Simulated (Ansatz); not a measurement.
# Phonon transport in KBr (Fm-3m), part 2 of 2

Wanted: κ(T), lifetimes and mean free paths for KBr.

Experimental results on record:
- thermal conductivity 3.4 W/m/K near room temperature (given in “Combining the AFLOW GIBBS and Elastic Libraries to efficiently and robustly screen thermo-mechanical properties of solids”, 2017, arXiv:1611.05714)
- thermal conductivity 3.4 W/m/K near room temperature (given in “Predicting the lattice thermal conductivity of solids by solving the Boltzmann transport equation: AFLOW - AAPL an automated, accurate and efficient framework”, 2017, arXiv:1611.05481)

Ansatz 0.2.0; DFT LDA, scalar-relativistic, plane waves, PAW; PAW set soft_1.

So far. Step 2 (A first coarse run): The start is under -1.6 GPa at this level and looks like an insulator or semiconductor on this mesh. Step 5 (Relaxing to small residual forces and stress): The residual pressure is -1.7e-6 GPa, small enough for phonons. The relaxed cell has a = 6.372 Å (conventional setting).

**6. Anharmonic force constants and conductivity**

Pairs of atoms inside the cutoff are displaced in a supercell, the forces give the cubic constants, and these give the three-phonon rates of the Boltzmann equation.

input.yaml reads:

```yaml
crystal:
  lattice:
    - [0.0, 3.1859975142, 3.1859975142]
    - [3.1859975142, 0.0, 3.1859975142]
    - [3.1859975142, 3.1859975142, 0.0]
  atoms:
    - { symbol: K, position: [0.0, 0.0, 0.0] }
    - { symbol: Br, position: [0.5, 0.5, 0.5] }
kpoints:
  mp_grid: { grid: [6, 6, 6] }
hamiltonian:
  xc: lda
  pseudopotentials: { kind: paw, azcp: { folder: soft_1 }, xc_functional: pbe }
scf:
  occupations: { method: fixed }
  lower_state_search: "off"
output:
  eigenvalues: true
phonons:
  method: fd
  dielectric: true
  qmesh: [6, 6, 6]
  temperatures: { t_max: 1000, t_step: 50 }
  qpath:
    path:
      - [[0.0, 0.0, 0.0], [0.5, 0.0, 0.5], [0.5, 0.25, 0.75], [0.375, 0.375, 0.75], [0.0, 0.0, 0.0], [0.5, 0.5, 0.5], [0.625, 0.25, 0.625], [0.5, 0.25, 0.75], [0.5, 0.5, 0.5], [0.375, 0.375, 0.75]]
      - [[0.625, 0.25, 0.625], [0.5, 0.0, 0.5]]
    npoints: 10
  third_order: { supercell: [3, 3, 3], pair_cutoff: 4.656 }
  lattice_thermal_conductivity:
    qmesh: [17, 17, 17]
    temperatures: [100.0, 150.0, 200.0, 300.0, 400.0, 500.0]
    isotope_mass_variance:
      - { species: Br, variance: 0.0001563 }
      - { species: K, variance: 0.000164 }
```

On the command line:

```
$ ansatz run input.yaml --threads 18 --pin off --max-ram 92160MiB --backend cuda --events-out ev --progress --plain --runs-dir out
```

Numbers of over 12 decimals in the logs are rounded to 6 here.

What it wrote:

```text
Warning: phonons.dielectric: true without phonons.rigid_motions: the static dielectric tensor ε⁰ will be withheld (ε∞, Z* and the rows of modes are given); for a crystal or a slab, whose only rigid motions are the translations, set phonons.rigid_motions: translations
[...]
Crystal: 12 atoms, lattice volume = 388.077 Å³
Basis set: ecut = 420 eV, 7569 PW (Γ), FFT grids on a1, −a1+a2+a3, −a1+a3
Bands: 60, of which v1, the nominal top of the filled ones, is band 48 counted from 1 (47 counted from 0)
Symmetry: 24 space group operations
k-points: 16 of 36
[...]
SCF iter   1: F=—  HF=-25161.899631 eV  |F-HF|=—  |Δ(HF+E_count)|=         —  Δρ=9.93e-8  dr2=2.58e-11  ethr=1.00e-12  ⟨swp⟩=3.0  Hψ=2444  notcnv=0
[...]
SCF iter   2: F=-25161.899631 eV  HF=-25161.899631 eV  |F-HF|=7.28e-12  |Δ(HF+E_count)|=    0.00e0  Δρ=4.64e-8  dr2=5.28e-12  ethr=1.00e-12  ⟨swp⟩=3.0  Hψ=2467  notcnv=0
SCF 1 converged in 2 iterations: F = -25161.899631 eV  dr2 = 5.28e-12
[...]
Crystal: 2 atoms, lattice volume = 64.679 Å³
Basis set: ecut = 420 eV, 1243 PW (Γ), exchange–correlation on 64×64×64 points (8 copies of the dense FFT grid, shifted against one another)
Bands: 12, of which v1, the nominal top of the filled ones, is band 8 counted from 1 (7 counted from 0)
Symmetry: 48 space group operations
k-points: 30 of 216 (irreducible under 8 space group operations, time reversal used)
[...]
SCF iter   3: F=-4193.649938 eV  HF=-4193.649938 eV  |F-HF|=7.37e-11  |Δ(HF+E_count)|=  1.14e-10  Δρ=4.32e-7  dr2=9.31e-11  ethr=1.00e-12  ⟨swp⟩=4.3  Hψ=1862  notcnv=0
SCF 2 converged in 3 iterations: F = -4193.649938 eV  dr2 = 9.31e-11
[...]
SCF 3 converged in 6 iterations: F = -25161.899624 eV  dr2 = 3.66e-12
[...]
symmetry images taken by strict's conditions (phonons.symmetry_images: auto; settled by no image being taken that strict refuses)
  supercell 10 (6 cells, vectors [1, 0, 0], [0, 1, 0], [0, 0, 6] in multiples of the cell's): 3 displaced members by 0.0025 Å; free energy -25161.899632 eV; taken off its force constants: by the sum rule 5.5e-4, by the symmetrisation 1.7e-5 eV/Å²; Γ matrix within 3.3e-5 eV/Å² of supercell 1's
[...]
q = [0.0000, 0.0000, 0.0000] (star 1, supercell 1; hermiticity 1.01e-16, symmetrization 3.91e-6): -0.00 0.00 0.00 129.91 129.91 129.91
[...]
joined force constants: q→R imaginary residual 1.61e-18
  density of states and harmonic sums: on the 18×18×18 q-mesh, interpolated from the force constants of a 6×6×6 supercell (with the dipole–dipole term)
  largest difference from the sums on the solved wave vectors: F 4.68e-3 eV, S 5.83e-6 and C_V 1.15e-6 eV/K
  zero-point energy: 0.036758 eV/cell   skipped modes (ω ≤ 0): 3   left out of the sums: 8.57e-5 of the cell's modes: C_V's classical limit lies that fraction below 3 k_B per atom; for a crystal, a wire or a layer, F and S can be off by more, and a phonons.interpolated_qmesh denser along its periods is the remedy for the sampling
--- Third-order force constants: 50 member SCFs in a 3×3×3 supercell (pair cutoff 4.656 Å, amplitude 0.03 Å, SCF threshold 1.00e-9 eV, Σ member SCF iterations 317) ---
[...]
sum-rule residual: 2.617e-2 → 2.849e-16 eV/Å³; symmetrization residual: 4.513e-3 eV/Å³; largest sum-rule correction relative to its orbit: 1.414e-1, on the orbit of the block of home site 1 with site 1 of cell (-1, 0, 0) and site 1 of cell (-1, 0, 0), whose norm before the correction was 1.200e-1 eV/Å³
--- Lattice thermal conductivity: 17×17×17 mesh (165 irreducible points), tetrahedron method ---
  three-phonon and isotope scattering only; four-phonon, boundary and, in a metal, phonon-electron scattering are left out
  each conductivity is what the modes' populations carry and what the coherences between them add
  conductivity (a third of the tensor's trace), W/(m K), in the relaxation-time approximation and from the full solution:
       T (K)   relaxation time   full solution  iterations             ending  least Ritz value
      100.00           16.2407         17.1651           8          converged          6.216e-1
      150.00           10.4602         11.0728           8          converged          6.123e-1
      200.00            7.7725          8.2359           8          converged          6.077e-1
      300.00            5.1734          5.4874           8          converged          6.031e-1
      400.00            3.8977          4.1358           9          converged          6.001e-1
      500.00            3.1385          3.3304           9          converged          5.988e-1
```

It took 52 s on 1 × NVIDIA GB200 with 18 threads of Arm Neoverse V2, shared host; peak memory 2.1 GiB; 5.1 min of CPU time.

Numbers from this step:

```yaml
gamma_frequencies: 0, 0, 0, 129.9, 129.9, 129.9 cm⁻¹ (negative: imaginary)
lowest_frequency_on_the_path: 0 cm⁻¹
zero_point_energy: 0.03676 eV/cell
point_group: m-3m
highest_frequency: 172.1 cm⁻¹
debye_temperature_from_the_second_moment: 196 K
kappa_at_300_k_relaxation_time: 5.173 W/m/K
kappa_at_300_k_full_solution: 5.487 W/m/K
dipole_term: run
mean_free_path_at_half_of_kappa: 17.3 nm
share_of_kappa_above_the_three_lowest_branches: 0.05
third_order_blocks: 350
periodic_aliases_dropped: 24
largest_relative_sum_rule_correction: 0.1414
displaced_cells_third_order: 50
```

LO-TO term included. The phonon branches at the labelled points (cm⁻¹):

```csv
point,branch 1,branch 2,branch 3,branch 4,branch 5,branch 6
Γ,0,0,0,130,130,172
halfway,29,29,88,132,132,141
X,39,39,70,135,135,142
halfway,46,62,67,130,136,141
W,58,58,84,121,138,138
halfway,57,62,79,124,136,139
K,59,64,73,126,136,140
halfway,36,68,79,115,133,154
Γ,0,0,0,130,130,172
halfway,50,50,64,123,123,166
L,79,79,97,110,110,155
halfway,71,72,88,116,125,146
U,59,64,73,126,136,140
halfway,57,62,79,124,136,139
W,58,58,84,121,138,138
halfway,69,70,88,117,128,144
L,79,79,97,110,110,155
halfway,71,72,88,116,125,146
K,59,64,73,126,136,140
jump to U,59,64,73,126,136,140
halfway,46,51,68,132,135,141
X,39,39,70,135,135,142
```

The phonon branches as a text plot (rows in cm⁻¹):

```
    169 |**                    ********
    161 |  *                  *        *
    154 |                    *          ****           ***
    147 |   *               *               *        **   **
    140 |    *  ************                 ********       *****
    133 |************   ************         ****   *       *****
    125 |           ** ***     **   ***     * ****   *     * **
    118 |             *   *  **        *   ***    ******  ***
    111 |                  **           ****          *****
    104 |
     97 |     *                          **            ***
     90 |    * *           **           *  **        **   **
     82 |            ***  **           *  *  **  ****   *   *
     75 |   *   *       **  **          ** **  **     ** *** *
     68 |        ****     *  **        *    ***      *     ** ***
     61 |  *         ******           *       *******        **
     54 |          * ***      **     **         **            **
     47 |         ***      *   *                               *
     39 | *     ***         **      **                          *
     32 |    ***              * *   *
     25 |   *                  *
     18 |* *                    **
     11 | *                      * *
      4 |*                        *
         Γ       X    W  K        Γ      L     U  W     L   K|U X
```

W/m/K. Kappa, by row:

```csv
T (K),RTA xx,RTA yy,RTA zz,full xx,full yy,full zz,coherence part xx,coherence part yy,coherence part zz,ending,iterations,least Ritz value
100,16.24,16.24,16.24,17.17,17.17,17.17,0.02148,0.02148,0.02148,converged,8,0.622
150,10.46,10.46,10.46,11.07,11.07,11.07,0.03113,0.03113,0.03113,converged,8,0.612
200,7.773,7.773,7.773,8.236,8.236,8.236,0.03885,0.03885,0.03885,converged,8,0.608
300,5.173,5.173,5.173,5.487,5.487,5.487,0.05151,0.05151,0.05151,converged,8,0.603
400,3.898,3.898,3.898,4.136,4.136,4.136,0.06193,0.06193,0.06193,converged,9,0.6
500,3.139,3.139,3.139,3.33,3.33,3.33,0.07078,0.07078,0.07078,converged,9,0.599
```

Lattice thermal conductivity against temperature:

```csv
temperature (K),RTA xx (W/m/K),full xx (W/m/K)
100,16.2,17.2
150,10.5,11.1
200,7.77,8.24
300,5.17,5.49
400,3.90,4.14
500,3.14,3.33
```

The modes has structure finer than the step of the table below, so its rows give means over 10 cm⁻¹, whole bins alone (the curve runs from -10 to 187 cm⁻¹). Peaks (cm⁻¹: height): Br 76.6: 0.0612, 86.5: 0.0543, 132.3: 0.0278; K 65.5: 0.0125, 132.3: 0.0773.

Phonopy on the run's constants, 15x15x15 mesh, Gaussian sigma 2.0 cm⁻¹. Table of modes by wavenumber; means over each step; values in 1/cm⁻¹/cell:

```csv
wavenumber (cm⁻¹),Br,K
0,6.7e-5,3.4e-5
10,7.3e-4,3.5e-4
20,0.00316,0.00148
30,0.00850,0.00377
40,0.0209,0.00853
50,0.0302,0.0111
60,0.0388,0.0118
70,0.0496,0.0103
80,0.0491,0.00545
90,0.0413,0.00342
100,0.00141,9.1e-5
110,0.00187,0.0192
120,0.0118,0.0548
130,0.0236,0.0689
140,0.0122,0.0593
150,0.00296,0.0272
160,0.00265,0.0114
170,0.00112,0.00279
180,6.9e-6,1.3e-5
```

Distinct triplets, nearest first. Third order norms, by row:

```csv
sites,side 1 (Å),side 2 (Å),side 3 (Å),norm of the 27 components (eV/Å³)
K-K-K,0,0,0,0
Br-Br-Br,0,0,0,0
K-Br-Br,0,3.19,3.19,4.108
K-Br-K,0,3.19,3.19,4.228
K-Br-Br,3.19,3.19,4.51,0.03
K-Br-K,3.19,3.19,4.51,0.044
K-K-K,0,4.51,4.51,0.222
K-K-K,4.51,4.51,4.51,0.006
Br-Br-Br,0,4.51,4.51,0.123
Br-Br-Br,4.51,4.51,4.51,0.02
```

Born charge (rows field, columns displacement) (e), principal values of the symmetric part by kind of site:

```csv
atom,atoms with these values,low,middle,high,mean
K1,1,1.10,1.10,1.10,1.10
Br2,1,-1.10,-1.10,-1.10,-1.10
```

In full for Br2:

```
-1.10  0.00  0.00
 0.00 -1.10  0.00
 0.00  0.00 -1.10
```

RTA, 300 K. Kappa by branch, by row:

```csv
branch (by rank),mean frequency (THz),mean rms speed (km/s),median lifetime (ps),share of kappa
1,1.51,1.54,10.9,0.403
2,1.89,1.76,4.81,0.357
3,2.44,1.41,4.17,0.19
4,3.63,0.8,2.27,0.02
5,3.91,0.67,2.71,0.018
6,4.4,0.77,1.27,0.012
```

The spectral kappa at 300 K by frequency; read off at these points; values in W/m/K/THz:

```csv
frequency (THz),relaxation time (W/m/K/THz),full solution (W/m/K/THz)
0.05,0,0
0.15,0,0
0.35,0.909,0.901
0.45,1.61,1.62
0.65,0.940,0.954
0.75,1.48,1.54
0.85,1.63,1.71
1.05,2.38,2.51
1.15,1.51,1.59
1.25,2.83,3.00
1.35,4.30,4.57
1.45,3.68,3.94
1.55,2.55,2.77
1.75,3.15,3.27
1.85,2.87,3.03
1.95,2.04,2.08
2.15,2.14,2.20
2.25,1.54,1.60
2.35,1.20,1.28
2.55,0.899,0.971
2.65,0.502,0.614
2.85,0.0223,0.0336
2.95,0,0
3.05,0,0
3.25,0,0
3.35,0.0811,0.0998
3.45,0.139,0.153
3.65,0.401,0.610
3.75,0.313,0.500
3.95,0.303,0.518
4.05,0.122,0.188
4.15,0.0563,0.0200
4.35,0.130,-0.0128
4.45,0.0647,-0.0107
4.55,0.116,0.0603
4.75,0.0338,0.0574
4.85,0.0205,0.0600
5.05,0.00268,0.0144
5.15,2.3e-4,0.00198
```

Relaxation-time solution. Table of share of κ carried by shorter paths by mean free path:

```csv
mean free path (nm),100 K,300 K,500 K
0.464,0,0,0.002
0.681,0,0.001,0.006
1,0,0.004,0.015
1.47,0,0.011,0.044
2.15,0.001,0.034,0.06
3.16,0.004,0.056,0.081
4.64,0.01,0.072,0.161
6.81,0.029,0.124,0.315
10,0.041,0.26,0.49
14.7,0.054,0.422,0.665
21.5,0.097,0.595,0.798
31.6,0.214,0.747,0.877
46.4,0.372,0.857,0.899
68.1,0.544,0.897,0.914
100,0.716,0.913,0.947
147,0.831,0.929,0.947
215,0.887,0.946,0.982
316,0.909,0.946,1
464,0.923,1,1
681,0.943,1,1
1000,0.943,1,1
1470,1,1,1
```

300 K; a sample spread over frequency. Mode lifetimes, by row, the first 40 of 90 rows:

```csv
q1,q2,q3,branch,frequency (THz),rms speed (km/s),three-phonon rate (1/ps),isotope rate (1/ps),lifetime (ps),mean free path (nm)
0,0.0588,0.0588,1,0.237,1.25,0.003,1.10e-7,333,418
0,0.0588,-0.1176,1,0.619,2.38,0.0579,1.75e-5,17.3,41.1
0.0588,0.1176,0.2353,1,0.771,2,0.0546,4.61e-5,18.3,36.7
0.0588,0.1765,0.2941,1,0.928,1.7,0.052,1.07e-4,19.2,32.6
0,0.1765,-0.1765,1,1.014,1.27,0.0212,1.58e-4,46.7,59.2
0,0,0.1765,1,1.092,2.67,0.346,2.51e-4,2.89,7.73
0.0588,0.2353,-0.1765,1,1.174,1.21,0.0269,3.84e-4,36.7,44.5
0,0.4118,0.4706,1,1.21,0.67,0.0618,5.30e-4,16,10.8
0.0588,0.3529,0.4706,1,1.262,1.13,0.0556,5.79e-4,17.8,20.2
0.1176,0.4118,-0.4706,1,1.324,0.89,0.0358,6.70e-4,27.4,24.4
0.0588,0.4706,-0.4706,2,1.376,1.94,0.06,7.41e-4,16.5,31.9
0,0,0.2353,2,1.427,2.53,0.267,8.47e-4,3.74,9.46
0.0588,0.2941,0.4118,2,1.482,2.57,0.113,9.40e-4,8.8,22.7
0.0588,0.1765,-0.1176,2,1.521,2.98,0.282,0.00102,3.54,10.5
0.1176,0.3529,-0.2353,1,1.588,1.01,0.0489,0.00119,20,20.1
0.0588,0.1765,0.3529,2,1.641,2.79,0.226,0.00133,4.4,12.3
0.1176,0.2941,0.4118,2,1.679,2.76,0.197,0.00146,5.03,13.9
0.1176,0.2353,-0.4706,1,1.731,1.9,0.142,0.00159,6.95,13.2
0,0.1176,0.1765,3,1.778,3.37,0.306,0.00171,3.25,10.9
0.1176,0.4118,-0.2941,1,1.812,0.78,0.072,0.00176,13.6,10.6
0.1765,0.4706,-0.2941,2,1.85,0.72,0.0786,0.00201,12.4,8.97
0.0588,0.3529,-0.3529,2,1.899,1.62,0.186,0.00225,5.3,8.57
0.1765,0.4706,-0.3529,2,1.946,0.89,0.0989,0.00251,9.86,8.76
0,0.0588,0.3529,2,1.982,1.8,0.306,0.00239,3.24,5.82
0.0588,0.4118,-0.4118,3,2.025,0.82,0.102,0.00258,9.58,7.87
0.1176,0.4706,-0.3529,3,2.055,2.43,0.167,0.00309,5.86,14.2
0,0.1176,0.2353,3,2.091,2.96,0.331,0.0034,2.99,8.85
0,0.2941,-0.3529,2,2.121,1.42,0.237,0.00353,4.16,5.9
0.0588,0.4118,-0.3529,3,2.163,2.3,0.156,0.00352,6.27,14.4
0,0.1176,-0.2941,2,2.195,1.49,0.313,0.00394,3.16,4.7
0,0.0588,0.4118,2,2.232,1.28,0.3,0.00434,3.29,4.22
0,0.1765,-0.1765,3,2.264,2.12,0.269,0.00436,3.66,7.77
0.1176,0.4118,-0.3529,3,2.292,2.05,0.195,0.00508,5,10.2
0,0.1765,0.2353,3,2.339,2.65,0.397,0.00578,2.48,6.57
0.0588,0.1176,-0.4706,2,2.359,0.51,0.284,0.00848,3.42,1.76
0,0.2353,-0.2941,2,2.373,0.26,0.256,0.00229,3.87,1.02
0.1765,0.3529,-0.4118,3,2.437,1.64,0.242,0.00271,4.08,6.68
0,0.1765,-0.2353,3,2.516,1.66,0.249,0.0044,3.95,6.54
0,0.1765,-0.4706,3,2.555,1.52,0.23,0.0045,4.27,6.51
0.1176,0.3529,-0.2353,3,2.594,1.15,0.255,0.00567,3.83,4.42
```

Without the LO-TO term. Gamma linewidths, by row:

```csv
branch,frequency (cm⁻¹),three-phonon rate (1/ps),isotope rate (1/ps),FWHM (cm⁻¹)
4,129.9,0.377,0.0166,2.09
5,129.9,0.377,0.0166,2.09
6,129.9,0.377,0.0166,2.09
```

W/m/K, third of the trace; RTA populations with a boundary rate v/L added to each mode (Matthiessen's rule). Kappa by grain size, by row:

```csv
T (K),bulk,10 nm,30 nm,100 nm,300 nm,1000 nm,10000 nm,100000 nm
100,16.22,2.748,5.561,9.489,12.54,14.6,15.99,16.2
300,5.122,1.936,3.072,4.084,4.636,4.938,5.101,5.12
```

W/m/K, third of the trace; RTA populations with the isotope rates scaled. Kappa by mass disorder, by row:

```csv
T (K),no isotopes,as typed,variance x 3,variance x 10,variance x 30
100,16.8,16.22,15.22,12.8,9.4
300,5.181,5.122,5.011,4.677,4.003
```

At 300 K the relaxation-time value is 5.17 W/(m K).

**7. What came out**

* highest frequency: 172.1 cm⁻¹
* Debye temperature from the second moment: 196 K
* κ at 300 K (relaxation time): 5.173 W/m/K
* κ at 300 K (full solution): 5.487 W/m/K
* mean free path at half of κ: 17.3 nm
* share of κ above the three lowest branches: 0.05

What this shows: The lattice of KBr conducts 5.49 W/(m K) at 300 K by LDA (mean over directions, full solution). The full solution lies +6 % from the relaxation-time value at 300 K. Above 300 K the relaxation-time κ falls as T^-0.98, near the 1/T law of three-phonon scattering. Grains of 100 nm would keep 80 % of the bulk value at 300 K, and grains of 1 µm 96 %. Removing the natural isotope disorder raises κ at 300 K by 1 %. A measured thermal conductivity near room temperature is 3.4 W/m/K (arXiv:1611.05714); the calculated 5.49 W/m/K differs by +61 %. The relaxed cell is 10 % smaller in volume than the database cell, which stiffens most phonons and usually raises κ; no run here tested that. Four-phonon, defect and boundary scattering, which are left out, would lower the calculated value; thermal expansion is left out too. The sum rules changed one orbit of cubic constants by up to 14 %; by the manual a large change points to a short cutoff or, on a small and distant orbit, to noisy forces. The conductivities include the coherence part between close branches; the shares for grains, isotopes, branches and paths are of the relaxation-time populations alone. Cubic couplings among atoms farther apart than the pair cutoff are dropped, and neither the cutoff nor the q-mesh was shown to be converged here. The PAW files were made for PBE and are used here under another functional, for which the program regenerates the frozen cores. The cell of these runs is 10 % smaller in volume than the database cell; frequencies and all that rests on them shift with it.

[Logs are printed without paths, hosts, clocks, repeated set-up lines and the standing remarks that a program may print on its own settings, such as how far it seeks lower states.]

[Hosts, paths, dates, database ids (printed as entryN), source tags and the programs' standing remarks are cut or masked in the printed files.]

[A step with changed settings may run another functional than the one named; its input shows which.]
